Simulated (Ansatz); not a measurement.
Records of electronic-structure calculations.

## RbVF3 (Pm-3m): Hubbard U and Hund's J by constrained RPA

The structure is cubic, space group Pm-3m (No. 221). Conventional cell: a = 4.182 Å, b = 4.182 Å, c = 4.182 Å, α = 90.00°, β = 90.00°, γ = 90.00°. Rb has 12 F at 2.96 Å nearest. Nearest to V lie 6 F at 2.09 Å. F has 2 V at 2.09 Å and 4 Rb at 2.96 Å nearest. Farther neighbours and most contacts between anions are not listed.

```xyz
5
Lattice="0.0000 0.0000 -4.1820 0.0000 -4.1820 0.0000 -4.1820 0.0000 0.0000" Properties=species:S:1:pos:R:3 pbc="T T T"
Rb    0.0000    0.0000    0.0000
V    -2.0910   -2.0910   -2.0910
F     0.0000   -2.0910   -2.0910
F    -2.0910   -2.0910    0.0000
F    -2.0910    0.0000   -2.0910
```

* method: DFT, LDA, plane waves, PAW (and 1 further level or step)
* program: Ansatz 0.2.0
* settings of one run: cutoff 420 eV, 8×8×8 k-mesh, smearing width 0.08 eV, default PAW, coordination {"V": "octahedral"}, magnetic state non-magnetic by constraint, PAW set soft 2
* cost: 5 runs, 9.6 min in all on 4 threads of Arm Neoverse V1, shared host (the runs of this entry)
* notes: This run has no spin polarisation although its electron count is odd. The cell and positions come from the Crystallography Open Database and are kept as given unless a step says otherwise. Limits: no spin polarisation; no spin-orbit coupling. The bands cross the Fermi level under this constraint, which need not be the crystal’s state: magnetic order, correlation or a lattice distortion may open a gap.
* V t2g: U 6.48 eV, U′ 5.47 eV, J 0.47 eV, bare V 17.6 eV
* V d: U 6.73 eV, U′ 5.75 eV, J 0.49 eV, bare V 17.8 eV
* V t2g + anion p: U 7.01 eV, U′ 5.94 eV, J 0.50 eV, bare V 18.2 eV
* V d + anion p: U 9.02 eV, U′ 7.95 eV, J 0.54 eV, bare V 18.8 eV
* method: constrained RPA on non-magnetic LDA, 4×4×4 mesh, static

For V t2g, screening cuts the on-site interaction from 17.61 eV to 6.48 eV (37 %), while J goes only from 0.64 eV to 0.47 eV: the monopole is screened far more than the multipoles. U − 2J differs from U′ by +0.06 eV, so the Kanamori relation holds well.

[Paths, hosts, dates, memory and timing lines, banners, echoed tables and standing remarks are left out of the program output.]

[Logs are printed without paths, hosts, clocks, repeated set-up lines and the standing remarks that a program may print on its own settings, such as how far it seeks lower states.]

[Runs of the session that timed out or met a known fault of the program may be left out.]

[Hosts, paths, dates, database ids (printed as entryN), source tags and the programs' standing remarks are cut or masked in the printed files.]
